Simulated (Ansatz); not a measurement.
Reflectivity of W (Im-3m) at normal incidence (Ansatz, LDA, independent particles, without spin-orbit coupling, line width 0.1 eV (Gaussian), carrier damping 0.03 eV):

```
E (eV)  R (%)
  1.00   85.8
  1.25   68.7
  1.50   52.8
  1.75   54.0
  2.00   56.7
  2.25   57.3
  2.50   55.9
  2.75   52.6
  3.00   53.4
  3.25   54.8
  3.50   53.5
  3.75   52.7
  4.00   50.9
  4.25   50.5
  4.50   50.7
  4.75   51.9
  5.00   58.3
```

What colour would a polished face show in daylight?

Light grey: CIE x = 0.317, y = 0.338, luminous reflectivity 57 % under D65, from the mean over the axes.

[Logs are printed without paths, hosts, clocks, repeated set-up lines and the standing remarks that a program may print on its own settings, such as how far it seeks lower states.]
